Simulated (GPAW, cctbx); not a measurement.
## Bonding in CuPb as X-rays see it

Question: by how much does bonding change the X-ray structure factors of CuPb, how firmly does DFT give the change, and what does a routine refinement make of it?

The cell comes from substitution in a known structure type and wasn't matched to any measured phase. All numbers below are calculated.

**1. Find the equilibrium geometry**

The density hangs on the geometry, so cell and atoms are relaxed first, with the symmetry held. The cutoff is set higher than for the density because stress converges slowly with plane waves.

Settings: GPAW 26.7.0, PBE, 570 eV, 6×4×4 k-points (along the axes of the calculation cell), Fermi–Dirac width 0.1 eV, BFGS to 0.03 eV/Å.

```text
cell
1.0
     0.000000000   -3.258000000    0.000000000
    -4.830000000    0.000000000    0.000000000
     0.000000000    0.000000000   -5.062000000
Pb Cu
2 2
Direct
0.000000000 0.250000000 0.294200000
0.000000000 0.750000000 0.705800000
0.500000000 0.250000000 0.799500000
0.500000000 0.750000000 0.200500000
```

```console
$ OMP_NUM_THREADS=1 mpirun -n 4 gpaw python run.py > gpaw.log
```

```text
BFGS:    0      -13.715079        0.779020
BFGS:    1      -13.747110        0.685702
BFGS:    2      -13.874872        0.221060
BFGS:    3      -13.881034        0.147310
...
BFGS:   11      -13.900265        0.106645
BFGS:   12      -13.903093        0.040099
BFGS:   13      -13.903449        0.013294
cell  3.4709 4.8694 5.0162  90.00 90.00 90.00
volume 84.781 A^3, largest force 0.013 eV/A, largest stress 0.09 GPa
```

After 13 steps the volume has changed by +6.4 % and the energy by -0.188 eV; the largest stress left is 0.09 GPa. It took 3.5 min on 4 cores of Arm Neoverse V1 (shared host), peak memory 1.1 GiB.

Relaxed structure: Pmma (no. 51), a = 4.8694 Å, b = 3.4709 Å, c = 5.0162 Å, α = 90.00°, β = 90.00°, γ = 90.00°.

```csv
atom,mult.,x,y,z
Pb1,2,1/4,0,0.7342
Cu1,2,1/4,1/2,0.2088
```

**2. Density and charge transfer**

X-rays see the whole electron density, so the PAW density is rebuilt with its core regions. Subtracting spherical free atoms from the same code cancels the cores and leaves the deformation density Δρ, the part due to bonding.

Settings: PBE, 450 eV, 7×5×5 k-points (along the axes of the calculation cell), Fermi–Dirac width 0.1 eV; primitive cell of 4 atoms.

```console
$ OMP_NUM_THREADS=1 mpirun -n 4 gpaw python run.py > gpaw.log
```

```text
|iter:   1|       0s |  -15.257629 | +0.09 |       |
|iter:   2|       2s |  -14.369362 | -1.62 | -1.18 |
|iter:   3|       3s |  -13.757862 | -1.57 | -1.34 |
...
|iter:   8|      10s |  -13.689982c| -5.99 | -3.71 |
|iter:   9|      12s |  -13.689980c| -6.76 | -4.16c|
|iter:  10|      13s |  -13.689982c| -7.43c| -4.47c|
```

```text
grid (36, 48, 50)  electrons 222.000  moved by bonding 0.549 e
deformation density beyond 0.5 A of the nuclei: max 0.021, min -0.107 e/A^3
atom        x       y       z   Voronoi charge  moment
Pb1    0.0000  0.7500  0.2658      0.022       0.00
Pb2    0.0000  0.2500  0.7342      0.022       0.00
Cu3    0.5000  0.7500  0.7912     -0.022       0.00
Cu4    0.5000  0.2500  0.2088     -0.022       0.00
mean inner potential of superposed free atoms 21.141 V
total magnetic moment 0.000 muB
```

Deformation density in a plane through the shortest contact of the Pb atom at the origin, in 0.01 e/Å³ (clipped at ±99); x from -1.6 to 4.5 Å, y from 2.4 down to -2.4 Å:

```text
  0  -3   1   2   0  -7 -14  -5  -2   1   1   0  -2   0  -1  -1
 -3  -1   1   2   1   0  -3  -2   0   1   1   1   0  -1  -2  -2
 -1   0   0   1   2   2   1   1   1   1   1   1   1   1   0   0
  0   0   0   0   0   1   1   1   1   1   1   0   1   1   1   0
  1   0  -1  -3  -2  -2  -1   1   1   0  -1  -4  -2   0   1   1
  1   0  -2   0   .   0  -3   1   2   0  -5   .  -8  -2   1   1
  1   0  -1   .   .   .  -2   1   2  -2 -13   .   .  -4   1   1
  1   0  -2  -1   .   0  -2   1   2   0  -7   .  -5  -2   1   1
  1   0  -1  -2  -1  -3  -1   1   2   1   0  -3  -2   0   1   1
  1   1   1   0   0  -1   0   0   1   2   2   1   1   1   1   1
  1   1   1   1   1   0   0   0   0   0   1   1   1   1   1   1
  0  -1   0   1   1   1   0  -1  -3  -2  -2   0   1   1   0  -1
 -4  -7  -6  -1   1   1   0  -2   0   0   0  -3   1   2   0  -5
```

Atoms in or within 0.15 Å of the plane: Pb (0.0, 0.0), Cu (3.0, 0.0) Å. Dots mark points within about 0.45 Å of a nucleus; large values next to them are atomic features.

Hardly any net charge crosses the Voronoi midplanes, which need not mean no transfer: free-atom tails already reach into the neighbours' cells. Along the shortest contact from the Pb atom at the map's origin, Pb–Cu at 2.95 Å, Δρ is +0.02 e/Å³ at the midpoint: little piles up between the atoms, as is usual in a metallic crystal, which this run finds. At the midpoints of other shortest contacts it is +0.02 (Cu–Cu, 3.21 Å) and 0.00 (Pb–Pb, 3.38 Å) e/Å³. Point values carry grid noise of about 0.01 e/Å³. The run needed 10 iterations, 19 s.

**3. From the density to structure factors**

The Fourier components of Δρ, added to those of the free atoms, give the static X-ray structure factors; the Mott–Bethe relation turns them into the Fourier components V of the potential that fast electrons feel.

```text
static structure factors of the conventional cell: F in electrons, V (Mott-Bethe) in volts
   h  k  l      d  |F| table  |F| free   |F| DFT   change   |V| free  |V| DFT  change %
   0  0  1  5.0162     1.520     1.525     1.515   -0.011     0.152    0.137     -9.5
   1  0  1  3.4939    98.174    98.224    98.334    0.110     5.876    5.803     -1.2
   0  1  0  3.4709    97.109    97.168    97.260    0.093     5.753    5.692     -1.0
   0  1  1  2.8542    26.734    26.663    26.634   -0.029     1.970    1.983      0.7
   0  0  2  2.5081   177.370   177.057   176.745   -0.312    11.596   11.702      0.9
   1  1  1  2.4624   183.175   182.829   182.475   -0.354    11.941   12.057      1.0
   2  0  0  2.4347   184.877   184.518   184.142   -0.377    12.012   12.133      1.0
   1  0  2  2.2297    49.125    48.955    48.813   -0.142     3.270    3.308      1.2
   2  0  1  2.1903     1.818     1.898     1.951    0.053     0.126    0.139     11.0
   0  1  2  2.0329    91.136    91.392    91.606    0.213     4.244    4.196     -1.1
   2  1  0  1.9932    87.584    87.883    88.125    0.241     3.891    3.839     -1.3
   1  1  2  1.8760     4.480     4.633     4.747    0.114     0.185    0.207     11.7
   2  1  1  1.8523    23.441    23.358    23.312   -0.046     1.443    1.451      0.6
   2  0  2  1.7470   158.398   158.120   157.944   -0.176     8.750    8.779      0.3
```

The largest X-ray change is -0.38 e on 200, 0.2 % of |F|. For electrons V goes as (Z − F)/g², so a change of F counts against Z − F, which is small at low angle and wherever the atoms' terms cancel: |V| of 112 moves by +11.7 % (0.18 to 0.21 V) against +2.5 % in |F|. The last three rows still change by up to 0.18 e; the table stops while the angles are still low. The tabulated Hartree–Fock atoms differ from the free DFT atoms by up to 0.36 e, so the choice of reference atom matters too.

**4. The functional ladder**

The same geometry is run with other functionals, to see whether the bonding signal is larger than the spread between approximations. Free atoms are LDA for LDA and PBE otherwise; meta-GGAs and hybrids keep PBE cores. Any other changed setting is in the row's label.

```
   run  ΔF 200 (e)  ΔF 111 (e)  ΔF 002 (e)  q(Cu) (e)  moved (e)  time
   PBE      -0.377      -0.354      -0.312     -0.022      0.549  19 s
   LDA      -0.374      -0.351      -0.309     -0.022      0.542  18 s
r2SCAN      -0.323      -0.298      -0.254     -0.006      0.523  58 s
```

At the base's settings ΔF(200) spans -0.377 to -0.323 e, a spread of 14 % of the PBE value; over the three listed reflections the spread is at most 19 %, so sign and size hold across the functionals. Times are from shared hosts.

**5. What a spherical-atom refinement makes of it**

Routine crystallography fits spherical atoms. To see the bias, intensities are simulated from tabulated atoms plus the DFT change ΔF, so that bonding alone can misfit (3798 reflections of the full sphere, merged to the counts below, to 0.45 Å, 1 % proportional noise plus counting noise, assumed isotropic U as listed, Δρ smeared by the mean U) and refined with cctbx over different ranges.

| range | data | R1 | GooF | U Pb1 (true 0.0063) | U Cu1 (true 0.0094) | largest shift (Å) | Δρ max, min (e/Å³) |
| --- | --- | --- | --- | --- | --- | --- | --- |
| all data | 577 | 0.0039 | 0.95 | 0.0063 | 0.0094 | 0.0003 | 0.42, -0.50 |
| low resolution, d > 0.84 | 98 | 0.0030 | 0.97 | 0.0062 | 0.0094 | 0.0002 | 0.20, -0.24 |
| high order, d < 0.75 | 438 | 0.0044 | 0.94 | 0.0063 | 0.0094 | 0.0004 | 0.48, -0.46 |
| occupancies free, d > 0.7 | 163 | 0.0030 | 0.94 | 0.0063 | 0.0093 | 0.0002 | 0.26, -0.27 |

With all data GooF is 0.95, so at this noise the bonding hardly shows; the top residual peak, near noise level, lies 1.14 Å from Cu and 2.23 Å from Pb. No U is off by more than 3 s.u. at low resolution. With Pb1 held at 1 and the scale free, the other occupancies refine to Cu1 0.997(0.002), within three s.u. of full.

**6. Answer**

Bonding moves 0.55 e in the primitive cell of CuPb and changes the structure factors of the conventional cell in the table above by at most 0.38 e (200, 0.2 %), and among reflections above 2 % of the strongest by up to 2.5 % (112). The shortest bond, Pb–Cu, has Δρ = +0.02 e/Å³ at its midpoint, with no localised bond charge. At the base's settings ΔF(200) spans -0.377 to -0.323 e, a spread of 14 % of the PBE value; over the three listed reflections the spread is at most 19 %, so sign and size hold across the functionals. With all data GooF is 0.95, so at this noise the bonding hardly shows. Limits: static density, frozen cores, no spin–orbit coupling.

[Outputs are excerpts: Python notices, other lines and further rows are left out; steps that failed or that the build refused (PBEsol, TPSS) are not shown.]

[Logs are printed without paths, hosts, clocks, repeated set-up lines and the standing remarks that a program may print on its own settings, such as how far it seeks lower states.]
